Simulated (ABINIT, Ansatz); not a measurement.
## KRb2ScF6 (Fm-3m): G0W0 on several meshes in ABINIT

Wanted: mesh dependence and cost of G0W0 for KRb2ScF6 (Fm-3m).

Calculated with ABINIT 10.8.3; LDA and many-body steps on it, plane waves.

### Step 1. Starting point

The structure is cubic, space group Fm-3m (No. 225). The conventional cell has a = 9.019 Å, b = 9.019 Å, c = 9.019 Å, α = 90.00°, β = 90.00°, γ = 90.00°. Nearest to K lie 6 F at 2.53 Å. Rb has 12 F at 3.20 Å nearest. Sc has 6 F at 1.98 Å nearest. F has 1 Sc at 1.98 Å and 1 K at 2.53 Å and 4 Rb at 3.20 Å nearest. Farther neighbours and most contacts between anions are not listed.

The cell and positions come from the Crystallography Open Database and are kept as given unless a step says otherwise.

### Step 2. Empty states on the mesh, 2×2×2 mesh, 456 bands

This step: ABINIT 10.8.3; DFT, LDA, plane waves, norm-conserving pseudopotentials.

The sums over transitions need many empty states on a uniform mesh; this step solves for them.

Contents of run.abi:

```
acell 3*1.0 Angstrom
rprim 
  0.000000000000 4.509500000000 4.509500000000
  4.509500000000 0.000000000000 4.509500000000
  4.509500000000 4.509500000000 0.000000000000
ntypat 4
znucl 19 37 21 9
natom 10
typat 1 2 2 3 4 4 4 4 4 4
xred 
  0.500000000000 0.500000000000 0.500000000000
  0.250000000000 0.250000000000 0.250000000000
  0.750000000000 0.750000000000 0.750000000000
  0.000000000000 -0.000000000000 0.000000000000
  0.780000000000 0.220000000000 0.220000000000
  0.220000000000 0.780000000000 0.220000000000
  0.220000000000 0.780000000000 0.780000000000
  0.780000000000 0.220000000000 0.780000000000
  0.220000000000 0.220000000000 0.780000000000
  0.780000000000 0.780000000000 0.220000000000
pp_dirpath "pseudos"
pseudos "K.upf, Rb.upf, Sc.upf, F.upf"
ecut 36
ngkpt 2 2 2
nshiftk 1
shiftk 0 0 0
kptopt 1
chksymbreak 0
iscf -2
irdden 1
istwfk *1
nband 456
nbdbuf 40
tolwfr 1e-09
nstep 60
prtvol 0
indata_prefix "in"
outdata_prefix "out"
tmpdata_prefix "tmp"
```

Run with:

```bash
OMP_NUM_THREADS=2 mpirun -n 3 abinit run.abi > log
```

Numbers of over 12 decimals in the logs are rounded to 6 here.

What it wrote:

```text
.Version 10.8.3 of ABINIT. v10.8.2 released Aug 2026.

 Symmetries : space group Fm -3 m (#225); Bravais cF (face-center cubic)
[... echo of the input left out ...]
== DATASET  1 ==================================================================
-   mpi_nproc: 3, omp_nthreads: 2 (-1 if OMP is not activated)

--- !DatasetInfo
iteration_state: {dtset: 1, }
dimensions: {natom: 10, nkpt: 3, mband: 456, nsppol: 1, nspinor: 1, nspden: 1, mpw: 12776, }
cutoff_energies: {ecut:  36.0, pawecutdg:  -1.0, }
[...]
3.47168    3.47171    3.47199    3.48068    3.48072    3.48109    3.48653    3.48671
   3.48772    3.49744    3.49763    3.50222    3.51664    3.51732    3.54634    3.55784
 prteigrs : prtvol=0 or 1, do not print more k-points.

== END DATASET(S) ==============================================================
================================================================================

 -outvars: echo values of variables after computation  --------
            nband         456
             nkpt           3
          spgroup         225
 [... the other variables as echoed above ...]

 Calculation completed.
```

Elapsed: 5.6 min, on 3 MPI ranks of Intel Xeon 6975P-C (Granite Rapids), shared host; peak memory 0.7 GiB; 26 min of CPU time.

This step gave:

```yaml
gap: 6.248 eV
k_of_the_valence_top: 0, 0, 0
k_of_the_conduction_bottom: 0, 0, 0
least_direct_gap: 6.248 eV
k_points_computed: 3
lowest_point_of_the_top_converged_band_above_the_valence_top: 89.9687 eV
```

On this mesh the gap is 6.248 eV.

The density comes from a self-consistent run that is not shown.

### Step 3. Screening, 2×2×2 mesh, 193 bands, screening to 141.5 eV

The RPA dielectric matrix is built and inverted for each q.

This step: RPA screening on LDA, plane waves, norm-conserving pseudopotentials.

run.abi, as its differences from that of step 2:

```diff
@@ -28,10 +28,11 @@
 chksymbreak 0
-iscf -2
-irdden 1
 istwfk *1
-nband 456
-nbdbuf 40
-tolwfr 1e-09
-nstep 60
-prtvol 0
+occopt 1
+irdwfk 1
+optdriver 3
+nband 193
+ecuteps 5.2
+inclvkb 2
+awtr 1
+symchi 1
 indata_prefix "in"
```

Run with:

```bash
OMP_NUM_THREADS=1 mpirun -n 8 abinit run.abi > log
```

What it wrote:

```text
.Version 10.8.3 of ABINIT. v10.8.2 released Aug 2026.

 Symmetries : space group Fm -3 m (#225); Bravais cF (face-center cubic)
[... echo of the input left out ...]
== DATASET  1 ==================================================================
-   mpi_nproc: 8, omp_nthreads: 1 (-1 if OMP is not activated)

--- !DatasetInfo
iteration_state: {dtset: 1, }
dimensions: {natom: 10, nkpt: 3, mband: 193, nsppol: 1, nspinor: 1, nspden: 1, mpw: 12776, }
cutoff_energies: {ecut:  36.0, pawecutdg:  -1.0, }
electrons: {nelect:   8.00000000E+01, charge:   0.00000000E+00, occopt:   1.00000000E+00, tsmear:   1.00000000E-02, }

 SCREENING: Calculation of the susceptibility and dielectric matrices

 Based on a program developped by R.W. Godby, V. Olevano, G. Onida, and L. Reining.
 Incorporated in ABINIT by V. Olevano, G.-M. Rignanese, and M. Torrent.
.Using double precision arithmetic ; gwpc =  8

[... cell and pseudopotentials left out ...]
--------------------------------------------------------------------------------

 ==== K-mesh for the wavefunctions ====
 Number of points in the irreducible wedge :     3
[... list of points left out ...]
 Together with 48 symmetry operations and time-reversal symmetry
 yields     8 points in the full Brillouin Zone.

 ==== Q-mesh for the screening function ====
 Number of points in the irreducible wedge :     3
[... list of points left out ...]
 Together with 48 symmetry operations and time-reversal symmetry
 yields     8 points in the full Brillouin Zone.

 setmesh: FFT mesh size selected  =    45x   45x   45
          total number of points  =        91125

 vcoul_init : cutoff-mode = AUXILIARY_FUNCTION
 q-points for optical limit:   1
     1)      0.000010    0.000020    0.000030

- screening: taking advantage of time-reversal symmetry
- Maximum band index for partially occupied states nbvw = 40
- Remaining bands to be divided among processors   nbcw = 153
- Number of bands treated by each node ~19

 Number of electrons calculated from density =   80.0000; Expected =   80.0000
 average of density, n =  0.064637
 r_s =    1.5458
 omega_plasma =   24.5242 [eV]

 calculating chi0 at frequencies [eV] :
  1    0.000000E+00    0.000000E+00
  2    0.000000E+00    2.452419E+01

--------------------------------------------------------------------------------
  q-point number  1        q = ( 0.000000, 0.000000, 0.000000) [r.l.u.]
--------------------------------------------------------------------------------
[... chi0 elements left out ...]
 For q-point:  0.000010 0.000020 0.000030
  dielectric constant =   2.0758
  dielectric constant without local fields =   2.3067

  Average fulfillment of the sum rule on Im[epsilon] for q-point    1 :     49.83  [%]
[... wings left out ...]
  q-point number  2        q = ( 0.500000, 0.000000, 0.000000) [r.l.u.]
--------------------------------------------------------------------------------
[... chi0 elements left out ...]
  Average fulfillment of the sum rule on Im[epsilon] for q-point    2 :     54.57  [%]

 [... 1 further q-points ...]
```

Elapsed: 56 s, on 8 MPI ranks; peak memory 4.4 GiB.

Numbers from this step:

* ε∞ with local fields, on this mesh, along the program's q direction: 2.076
* the same without local fields: 2.307
* plasma frequency: 24.52 eV
* plane waves in the screening matrix: 725

Local fields lower ε∞ by 10 %. On a Γ-centred mesh this coarse the value itself is usually too large, while a short band sum pulls it down.

### Step 4. 2×2×2

The self-energy is evaluated for the states that the input lists, and the levels follow from it, in one-shot runs by the linearised quasiparticle equation.

This step: G0W0 on LDA, plane waves, norm-conserving pseudopotentials.

run.abi, as its differences from that of step 3:

```diff
@@ -31,8 +31,15 @@
 irdwfk 1
-optdriver 3
+optdriver 4
 nband 193
+gwcalctyp 0
+ecutsigx 36
+symsigma 1
+nkptgw 1
+kptgw 
+  0.0000000000 0.0000000000 0.0000000000
+bdgw 
+  38 44
 ecuteps 5.2
-inclvkb 2
-awtr 1
-symchi 1
+irdscr 1
+ppmodel 1
 indata_prefix "in"
```

What it wrote:

```text
.Version 10.8.3 of ABINIT. v10.8.2 released Aug 2026.

 Symmetries : space group Fm -3 m (#225); Bravais cF (face-center cubic)
[... echo of the input left out ...]
== DATASET  1 ==================================================================
-   mpi_nproc: 8, omp_nthreads: 1 (-1 if OMP is not activated)

--- !DatasetInfo
iteration_state: {dtset: 1, }
dimensions: {natom: 10, nkpt: 3, mband: 193, nsppol: 1, nspinor: 1, nspden: 1, mpw: 12776, }
cutoff_energies: {ecut:  36.0, pawecutdg:  -1.0, }
electrons: {nelect:   8.00000000E+01, charge:   0.00000000E+00, occopt:   1.00000000E+00, tsmear:   1.00000000E-02, }

 SIGMA: Calculation of the GW corrections

 Based on a program developped by R.W. Godby, V. Olevano, G. Onida, and L. Reining.
 Incorporated in ABINIT by V. Olevano, G.-M. Rignanese, and M. Torrent.
.Using double precision arithmetic ; gwpc =  8

[... cell and pseudopotentials left out ...]
--------------------------------------------------------------------------------

 ==== K-mesh for the wavefunctions ====
 Number of points in the irreducible wedge :     3
[... list of points left out ...]
 Together with 48 symmetry operations and time-reversal symmetry
 yields     8 points in the full Brillouin Zone.

 ==== Q-mesh for screening function ====
 Number of points in the irreducible wedge :     3
[... list of points left out ...]
 Together with 48 symmetry operations and time-reversal symmetry
 yields     8 points in the full Brillouin Zone.

 vcoul_init : cutoff-mode = AUXILIARY_FUNCTION
 q-points for optical limit:   1
     1)      0.000010    0.000020    0.000030
 setmesh: FFT mesh size selected  =    72x   72x   72
          total number of points  =       373248

 Number of electrons calculated from density =   80.0000; Expected =   80.0000
 average of density, n =  0.064637
 r_s =    1.5458
 omega_plasma =   24.5242 [eV]

 === KS Band Gaps ===
  >>>> For spin  1
   Minimum direct gap =   6.2485 [eV], located at k-point      :   0.0000  0.0000  0.0000
   Fundamental gap    =   6.2485 [eV], Top of valence bands at :   0.0000  0.0000  0.0000
                                       Bottom of conduction at :   0.0000  0.0000  0.0000
 SIGMA fundamental parameters:
 PLASMON POLE MODEL  1
 number of plane-waves for SigmaX                12675
 number of plane-waves for SigmaC and W            725
 number of plane-waves for wavefunctions         12675
 number of bands                                   193
 number of independent spin polarizations            1
 number of spinorial components                      1
 number of k-points in IBZ                           3
 number of q-points in IBZ                           3
 number of symmetry operations                      48
 number of k-points in BZ                            8
 number of q-points in BZ                            8
 number of frequencies for dSigma/dE                 9
 frequency step for dSigma/dE [eV]                0.25
 number of omega for Sigma on real axis              0
 max omega for Sigma on real axis  [eV]           0.00
 zcut for avoiding poles [eV]                     0.10

 EPSILON^-1 parameters (SCR file):
 dimension of the eps^-1 matrix on file            725
 dimension of the eps^-1 matrix used               725
 number of plane-waves for wavefunctions         12675
 number of bands                                   193
 number of q-points in IBZ                           3
 number of frequencies                               2
 number of real frequencies                          1
 number of imag frequencies                          1

 matrix elements of self-energy operator (all in [eV])

 Perturbative Calculation

--- !SelfEnergy_ee
iteration_state: {dtset: 1, }
kpoint     : [   0.000,    0.000,    0.000, ]
spin       : 1
KS_gap     :    6.248
QP_gap     :    9.826
Delta_QP_KS:    3.578
data: !SigmaeeData |
     Band     E0 <VxcDFT>   SigX SigC(E0)      Z dSigC/dE  Sig(E)    E-E0       E
       38  -1.466 -22.167 -29.504   5.243   0.801  -0.248 -23.844  -1.677  -3.144
       39  -1.466 -22.167 -29.504   5.243   0.801  -0.248 -23.844  -1.677  -3.144
       40  -1.466 -22.167 -29.504   5.243   0.801  -0.248 -23.844  -1.677  -3.144
       41   4.782  -8.792  -4.068  -2.603   0.897  -0.115  -6.891   1.901   6.683
       42   6.042 -17.944  -9.843  -3.643   0.835  -0.197 -14.220   3.724   9.767
       43   6.042 -17.944  -9.843  -3.643   0.835  -0.197 -14.220   3.724   9.767
       44   6.042 -17.944  -9.843  -3.643   0.835  -0.197 -14.220   3.724   9.767

== END DATASET(S) ==============================================================
================================================================================

 -outvars: echo values of variables after computation  --------
           etotal      0.0000000000E+00
            nband         193
             nkpt           3
          spgroup         225
 [... the other variables as echoed above ...]

 Calculation completed.
```

Elapsed: 16 s, on 8 MPI ranks; peak memory 3.3 GiB.

This step gave:

```
G0W0 gap on the points computed              : 9.827 eV
starting gap on the mesh                     : 6.248 eV
k of the valence top                         : 0, 0, 0
k of the conduction bottom                   : 0, 0, 0
Z at the valence top                         : 0.801
Z at the conduction bottom                   : 0.897
least direct G0W0 gap on the computed points : 9.827 eV
```

The gap on the mesh goes from 6.25 eV to 9.83 eV, a correction of +3.58 eV.

### Step 5. Empty states on the mesh, 4×4×4 mesh, 211 bands

This step: DFT, LDA, plane waves, norm-conserving pseudopotentials.

run.abi, as its differences from that of step 4:

```diff
@@ -23,3 +23,3 @@
 ecut 36
-ngkpt 2 2 2
+ngkpt 4 4 4
 nshiftk 1
@@ -28,18 +28,10 @@
 chksymbreak 0
+iscf -2
+irdden 1
 istwfk *1
-occopt 1
-irdwfk 1
-optdriver 4
-nband 193
-gwcalctyp 0
-ecutsigx 36
-symsigma 1
-nkptgw 1
-kptgw 
-  0.0000000000 0.0000000000 0.0000000000
-bdgw 
-  38 44
-ecuteps 5.2
-irdscr 1
-ppmodel 1
+nband 211
+nbdbuf 18
+tolwfr 1e-09
+nstep 60
+prtvol 0
 indata_prefix "in"
```

What it wrote:

```text
.Version 10.8.3 of ABINIT. v10.8.2 released Aug 2026.

 Symmetries : space group Fm -3 m (#225); Bravais cF (face-center cubic)
[... echo of the input left out ...]
== DATASET  1 ==================================================================
-   mpi_nproc: 8, omp_nthreads: 1 (-1 if OMP is not activated)

--- !DatasetInfo
iteration_state: {dtset: 1, }
dimensions: {natom: 10, nkpt: 8, mband: 211, nsppol: 1, nspinor: 1, nspden: 1, mpw: 12782, }
cutoff_energies: {ecut:  36.0, pawecutdg:  -1.0, }
[...]
1.72538    1.72538    1.72538    1.79606    1.79606    1.79606    1.81179    1.81179
   1.81179    1.81991    1.81991    1.86310    1.86311    1.86312    1.88517    1.88535
   1.91357    1.92309    1.92844
 prteigrs : prtvol=0 or 1, do not print more k-points.

== END DATASET(S) ==============================================================
================================================================================

 -outvars: echo values of variables after computation  --------
            nband         211
             nkpt           8
          spgroup         225
 [... the other variables as echoed above ...]

 Calculation completed.
```

The job ended after 2.8 min (8 MPI ranks; peak memory 1.2 GiB; 22 min of CPU time).

Numbers from this step:

```yaml
gap: 6.248 eV
k_of_the_valence_top: 0, 0, 0
k_of_the_conduction_bottom: 0, 0, 0
least_direct_gap: 6.248 eV
k_points_computed: 8
lowest_point_of_the_top_converged_band_above_the_valence_top: 48.42 eV
```

On this mesh the gap is 6.248 eV.

### Step 6. Screening, 4×4×4 mesh, 193 bands, screening to 141.5 eV

This step: RPA screening on LDA, plane waves, norm-conserving pseudopotentials.

run.abi, as its differences from that of step 5:

```diff
@@ -28,10 +28,11 @@
 chksymbreak 0
-iscf -2
-irdden 1
 istwfk *1
-nband 211
-nbdbuf 18
-tolwfr 1e-09
-nstep 60
-prtvol 0
+occopt 1
+irdwfk 1
+optdriver 3
+nband 193
+ecuteps 5.2
+inclvkb 2
+awtr 1
+symchi 1
 indata_prefix "in"
```

What it wrote:

```text
.Version 10.8.3 of ABINIT. v10.8.2 released Aug 2026.

 Symmetries : space group Fm -3 m (#225); Bravais cF (face-center cubic)
[... echo of the input left out ...]
== DATASET  1 ==================================================================
-   mpi_nproc: 8, omp_nthreads: 1 (-1 if OMP is not activated)

--- !DatasetInfo
iteration_state: {dtset: 1, }
dimensions: {natom: 10, nkpt: 8, mband: 193, nsppol: 1, nspinor: 1, nspden: 1, mpw: 12782, }
cutoff_energies: {ecut:  36.0, pawecutdg:  -1.0, }
electrons: {nelect:   8.00000000E+01, charge:   0.00000000E+00, occopt:   1.00000000E+00, tsmear:   1.00000000E-02, }

 SCREENING: Calculation of the susceptibility and dielectric matrices

 Based on a program developped by R.W. Godby, V. Olevano, G. Onida, and L. Reining.
 Incorporated in ABINIT by V. Olevano, G.-M. Rignanese, and M. Torrent.
.Using double precision arithmetic ; gwpc =  8

[... cell and pseudopotentials left out ...]
--------------------------------------------------------------------------------

 ==== K-mesh for the wavefunctions ====
 Number of points in the irreducible wedge :     8
[... list of points left out ...]
 Together with 48 symmetry operations and time-reversal symmetry
 yields    64 points in the full Brillouin Zone.

 ==== Q-mesh for the screening function ====
 Number of points in the irreducible wedge :     8
[... list of points left out ...]
 Together with 48 symmetry operations and time-reversal symmetry
 yields    64 points in the full Brillouin Zone.

 setmesh: FFT mesh size selected  =    45x   45x   45
          total number of points  =        91125

 vcoul_init : cutoff-mode = AUXILIARY_FUNCTION
 q-points for optical limit:   1
     1)      0.000010    0.000020    0.000030

- screening: taking advantage of time-reversal symmetry
- Maximum band index for partially occupied states nbvw = 40
- Remaining bands to be divided among processors   nbcw = 153
- Number of bands treated by each node ~19

 Number of electrons calculated from density =   80.0000; Expected =   80.0000
 average of density, n =  0.064637
 r_s =    1.5458
 omega_plasma =   24.5242 [eV]

 calculating chi0 at frequencies [eV] :
  1    0.000000E+00    0.000000E+00
  2    0.000000E+00    2.452419E+01

--------------------------------------------------------------------------------
  q-point number  1        q = ( 0.000000, 0.000000, 0.000000) [r.l.u.]
--------------------------------------------------------------------------------
[... chi0 elements left out ...]
 For q-point:  0.000010 0.000020 0.000030
  dielectric constant =   2.0688
  dielectric constant without local fields =   2.2996

  Average fulfillment of the sum rule on Im[epsilon] for q-point    1 :     49.85  [%]
[... wings left out ...]
  q-point number  2        q = ( 0.250000, 0.000000, 0.000000) [r.l.u.]
--------------------------------------------------------------------------------
[... chi0 elements left out ...]
  Average fulfillment of the sum rule on Im[epsilon] for q-point    2 :     58.60  [%]

 [... 6 further q-points ...]
```

Elapsed: 5.9 min, on 8 MPI ranks; peak memory 8.3 GiB; 47 min of CPU time.

This step gave:

| Property | Result |
| --- | --- |
| ε∞ with local fields, on this mesh, along the program's q direction | 2.069 |
| the same without local fields | 2.300 |
| plasma frequency | 24.52 eV |
| plane waves in the screening matrix | 725 |

(Continued in part 2 of 2.)

[Paths, hosts, dates, memory and timing lines, banners, echoed tables and standing remarks are left out of the program output.]

[Logs are printed without paths, hosts, clocks, repeated set-up lines and the standing remarks that a program may print on its own settings, such as how far it seeks lower states.]

[Runs of the session that timed out or met a known fault of the program may be left out.]

[Hosts, paths, dates, database ids (printed as entryN), source tags and the programs' standing remarks are cut or masked in the printed files.]

[G0W0 gaps are taken among the corrected bands and points alone; a level outside them can change the order at an edge.]

[Where Ansatz stands beside ABINIT at settings called matched, ABINIT's density can come from a denser mesh and the files from another edition; pairs whose starting gaps differed by over 0.03 eV were left out, so agreement reads better than it is.]
